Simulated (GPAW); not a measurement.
```
! title: K2Pt (Fm-3m): G0W0 with GPAW, start to end
! method: DFT, LDA, plane waves, PAW (and 1 further level or step)
! program: GPAW 26.7.0
! settings of one run: cutoff 450 eV, GPAW PAW setups 1.2.1 data release, 2×2×2 k-mesh, nbands 373
! notes: The cell and positions are those that the Materials Project relaxed with its own functionals (PBE, PBE+U or r2SCAN), kept fixed. Limits: no spin polarisation; no spin-orbit coupling. The 2×2×2 mesh is coarse for this cell, which bears on the long-range parts of exchange and screening. The runs have no spin polarisation. For a closed low-spin shell that is the natural state; where a d or f shell is open it is a constraint, and the gap is then not the crystal’s own.
! LDA gap: 1.31 eV, indirect
! G0W0 gap on the mesh: 2.22 eV
! GW settings: 2×2×2 mesh, 169 bands, screening to 78 eV, Godby-Needs plasmon pole
! known limits: not at the basis limit; no spin polarisation; d states lean on the start; no spin-orbit coupling; coarse k mesh
CELL_PARAMETERS angstrom
0.00000 3.78146 3.78146
3.78146 0.00000 3.78146
3.78146 3.78146 0.00000
ATOMIC_POSITIONS crystal
K 0.75000 0.75000 0.75000
K 0.25000 0.25000 0.25000
Pt 0.00000 0.00000 0.00000
```

[Paths, hosts, dates, memory and timing lines, banners, echoed tables and standing remarks are left out of the program output.]

[Logs are printed without paths, hosts, clocks, repeated set-up lines and the standing remarks that a program may print on its own settings, such as how far it seeks lower states.]

[Runs of the session that timed out or met a known fault of the program may be left out.]

[Hosts, paths, dates, database ids (printed as entryN), source tags and the programs' standing remarks are cut or masked in the printed files.]
